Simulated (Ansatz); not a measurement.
# (PbSe)2(CaSe)1 [001] superlattice, started as rocksalt type: from the cell to its phonons, part 3 of 3

Aim: the vibrations of (PbSe)2(CaSe)1 [001] superlattice, started as rocksalt type, their spectra, and whether the structure is stable.

Ansatz 0.2.0; DFT PBEsol, scalar-relativistic, plane waves, PAW.

So far. Step 3 (Tight relaxation): The largest force component left is 0.18 meV/Å and the pressure is 0.001 GPa, within the tolerances set. The cell now holds 27.54 Å³/atom. The relaxed cell has a = 4.271, c = 18.120 Å (conventional setting).

The structure was built from a prototype and need not be the compound's stable phase.

In doubt: the program warns that the response may not be converged on this k-mesh (step 4), which bears on the force constants and all frequencies.

## 4. Modes at Γ (continued)

Without the LO-TO term. Patterns of degenerate modes are one choice out of their space. The modes at Γ (shares of kinetic energy by element, %):

| mode | frequency (cm⁻¹) | symmetry | Ca % | Pb % | Se % |
| --- | --- | --- | --- | --- | --- |
| 1 | 0.0 | acoustic | 6 | 60 | 34 |
| 2 | 0.0 | acoustic | 6 | 60 | 34 |
| 3 | 0.0 | acoustic | 6 | 60 | 34 |
| 4 | 34.0 | Eg | 0 | 83 | 17 |
| 5 | 34.0 | Eg | 0 | 83 | 17 |
| 6 | 48.7 | Eu | 24 | 26 | 51 |
| 7 | 48.7 | Eu | 24 | 26 | 51 |
| 8 | 72.6 | A1g | 0 | 100 | 0 |
| 9 | 79.2 | A2u | 4 | 40 | 56 |
| 10 | 79.8 | Eu | 2 | 14 | 84 |
| 11 | 79.8 | Eu | 2 | 14 | 84 |
| 12 | 83.0 | Eg | 0 | 17 | 83 |
| 13 | 83.0 | Eg | 0 | 17 | 83 |
| 14 | 123.3 | A1g | 0 | 0 | 100 |
| 15 | 136.1 | A2u | 1 | 0 | 99 |
| 16 | 149.2 | Eu | 69 | 0 | 31 |
| 17 | 149.2 | Eu | 69 | 0 | 31 |
| 18 | 180.5 | A2u | 89 | 0 | 11 |

Displacements in mode 5 (34.0 cm⁻¹), the largest set to 1:
```
Ca1  0.00  0.00  0.00
Pb2  1.00  0.80  0.00
Pb3 -1.00 -0.80  0.00
Se4  0.74  0.59  0.00
Se5 -0.74 -0.59  0.00
Se6  0.00  0.00  0.00
```

Displacements in mode 18 (180.5 cm⁻¹), the largest set to 1:
```
Ca1  0.00  0.00  1.00
Pb2  0.00  0.00 -0.02
Pb3  0.00  0.00 -0.02
Se4  0.00  0.00 -0.17
Se5  0.00  0.00 -0.17
Se6  0.00  0.00 -0.06
```

Optical modes at the zone centre, without and with the macroscopic field of the longitudinal modes; each column is sorted by frequency, so a row need not hold one and the same mode. Modes with and without the field, by row:

| rank among optical modes | no field (cm⁻¹) | q along (1, 0, 0) (cm⁻¹) | q along (0, 0, 1) (cm⁻¹) |
| --- | --- | --- | --- |
| 1 | 34 | 34 | 34 |
| 2 | 34 | 34 | 34 |
| 3 | 48.7 | 48.7 | 48.7 |
| 4 | 48.7 | 52.6 | 48.7 |
| 5 | 72.6 | 72.6 | 72.6 |
| 6 | 79.2 | 79.2 | 79.8 |
| 7 | 79.8 | 79.8 | 79.8 |
| 8 | 79.8 | 83 | 83 |
| 9 | 83 | 83 | 83 |
| 10 | 83 | 123.3 | 115.8 |
| 11 | 123.3 | 124.4 | 123.3 |
| 12 | 136.1 | 136.1 | 141.2 |
| 13 | 149.2 | 149.2 | 149.2 |
| 14 | 149.2 | 176 | 149.2 |
| 15 | 180.5 | 180.5 | 208.9 |

Born charge (rows field, columns displacement) (e), principal values of the symmetric part by kind of site:

| atom | atoms with these values | low | middle | high | mean |
| --- | --- | --- | --- | --- | --- |
| Ca1 | 1 | 2.08 | 2.08 | 2.45 | 2.20 |
| Pb2 | 2 | 4.06 | 4.99 | 4.99 | 4.68 |
| Se4 | 2 | -4.89 | -4.89 | -3.17 | -4.32 |
| Se6 | 1 | -4.22 | -2.27 | -2.27 | -2.92 |

In full for Se6:

```
-2.27  0.00  0.00
 0.00 -2.27  0.00
 0.00  0.00 -4.22
```

High-frequency dielectric tensor:

```
16.66  0.00  0.00
 0.00 16.66  0.00
 0.00  0.00 11.98
```

Static dielectric tensor (ions relaxed, fixed cell):

```
65.91  0.00  0.00
 0.00 65.91  0.00
 0.00  0.00 36.90
```

Transverse modes. Lines of the infrared spectrum (strongest = 100):

| position (cm⁻¹) | relative intensity |
| --- | --- |
| 34 | 0.0 |
| 49 | 15 |
| 73 | 0.0 |
| 79 | 32 |
| 80 | 100 |
| 83 | 0.0 |
| 123 | 0.0 |
| 136 | 3.0 |
| 149 | 29 |
| 180 | 21 |

Activity x (w_L - w)^4 (n + 1)/w, 532 nm, 300 K; the tensors are static ones, while 532 nm light lies above the computed direct gap, where resonance would change the heights; modes without the macroscopic field alone. Lines of the Raman spectrum (strongest = 100):

| position (cm⁻¹) | relative intensity |
| --- | --- |
| 34 | 1.3 |
| 49 | 0.0 |
| 73 | 71 |
| 79 | 0.0 |
| 80 | 0.0 |
| 83 | 85 |
| 123 | 100 |
| 136 | 0.0 |
| 149 | 0.0 |
| 180 | 0.0 |

Before it was imposed, the acoustic sum rule was missed by 4.4e-5 eV/Å² and the charge sum rule by 0.041 e. The charge miss is large and points to the mesh or the basis. The lowest optical mode is real, 34.0 cm⁻¹.

The log warns of the k mesh: “the force constants stand on the 8×8×8 k-mesh, whose period is 9.02 times the interband length at k = (0.0000, -0.5000, 0.2500), direct gap 0.969 eV, under 14: take them and everything formed from them as unconverged”.

## 5. Another isotope, element Ca, natural mass 40.078 amu

An isotope changes the mass and not the force constants, so no new electronic calculation is needed; the shifts show which modes move this element.

The same force constants with the mass of Ca changed from 40.078 to 47.953 u (phonopy, no LO-TO term). Both lists are sorted by frequency; levels can cross, so a row need not hold one and the same mode. Modes under 3 cm⁻¹ are left out. Isotope shifts, by row:

| q | rank | natural mass (cm⁻¹) | changed mass (cm⁻¹) |
| --- | --- | --- | --- |
| 0 0 0 | 4 | 33.99 | 33.99 |
| 0 0 0 | 5 | 33.99 | 33.99 |
| 0 0 0 | 6 | 48.66 | 47.55 |
| 0 0 0 | 7 | 48.66 | 47.55 |
| 0 0 0 | 8 | 72.62 | 72.62 |
| 0 0 0 | 9 | 79.24 | 78.88 |
| 0 0 0 | 10 | 79.79 | 79.65 |
| 0 0 0 | 11 | 79.79 | 79.65 |
| 0 0 0 | 12 | 82.98 | 82.98 |
| 0 0 0 | 13 | 82.98 | 82.98 |
| 0 0 0 | 14 | 123.3 | 123.3 |
| 0 0 0 | 15 | 136.1 | 135.9 |
| 0 0 0 | 16 | 149.2 | 140.6 |
| 0 0 0 | 17 | 149.2 | 140.6 |
| 0 0 0 | 18 | 180.5 | 166.9 |

A mode of this element alone would shift by -8.58 %. The highest zone-centre frequency without the field goes from 180.5 to 166.9 cm⁻¹ (-7.5 %). The product of the frequency ratios over all optical modes at Γ is 0.777; the product rule, (m/m′)^(3k/2) (M′/M)^(3/2) with k = 1 such atoms and M the mass of the cell, gives 0.777.

## 6. Another isotope, element Pb, natural mass 207.2 amu

The same for Pb, from 207.20 to 203.97 u.

A mode of this element alone would shift by +0.79 %. The highest zone-centre frequency without the field goes from 180.5 to 180.5 cm⁻¹ (+0.0 %). The product of the frequency ratios over all optical modes at Γ is 1.034; the product rule, (m/m′)^(3k/2) (M′/M)^(3/2) with k = 2 such atoms and M the mass of the cell, gives 1.034.

## 7. Isotope substitution, element Se, natural mass 78.971 amu

The same for Se, from 78.97 to 81.92 u.

A mode of this element alone would shift by -1.81 %. The highest zone-centre frequency without the field goes from 180.5 to 180.1 cm⁻¹ (-0.2 %). The product of the frequency ratios over all optical modes at Γ is 0.864; the product rule, (m/m′)^(3k/2) (M′/M)^(3/2) with k = 3 such atoms and M the mass of the cell, gives 0.864.

## 8. Results

| Quantity | Value |
| --- | --- |
| space group after relaxation (within 0.01 Å) | I4/mmm |
| volume per atom | 27.5 Å³ |
| gap on the k-mesh | 0.897 eV |
| highest optical mode at the zone centre (no LO-TO term) | 180 cm⁻¹ |
| top of the zone-centre spectrum with the field | 209 cm⁻¹ |
| lowest optical zone-centre mode | 34.0 cm⁻¹ |
| mean high-frequency dielectric constant | 15.1 |
| mean static dielectric constant | 56.2 |
| largest Born charge (third of the trace) | 4.68 e |
| imaginary modes at Γ (the only wavevector solved) | none |

**Reading.** The structure is stable against zone-centre distortions, since no mode there is imaginary; other wavevectors were not solved, so zone-boundary instabilities are untested. Without the field, the optical modes at Γ span 34 to 180 cm⁻¹. No dispersion was computed. The highest mode in this list at Γ, 180.5 cm⁻¹, is mostly motion of Ca (89 % of the kinetic energy). With the macroscopic field of the longitudinal modes the top of the zone-centre spectrum lies at 209 cm⁻¹, against 180 cm⁻¹ without it. Lattice motion raises the mean dielectric constant from 15.10 to 56.24. The strongest infrared line is at 80 cm⁻¹. Averaged over orientations, the strongest Raman line at 532 nm and 300 K is at 123 cm⁻¹. The tensors are the static, non-resonant ones, while 532 nm light (2.33 eV) lies above the computed gap. With the field response the log warns that the k mesh is coarse for the force constants too, so the frequencies may not be converged. Spin-orbit coupling is left out, which can matter for the heavy elements here. The starting cell was built on a prototype and not taken from a measurement, so the phase need not exist. These are harmonic frequencies at zero temperature: anharmonic shifts, linewidths and thermal expansion are left out.

[Logs are printed without paths, hosts, clocks, repeated set-up lines and the standing remarks that a program may print on its own settings, such as how far it seeks lower states.]

[Hosts, paths, dates, database ids (printed as entryN), source tags and the programs' standing remarks are cut or masked in the printed files.]
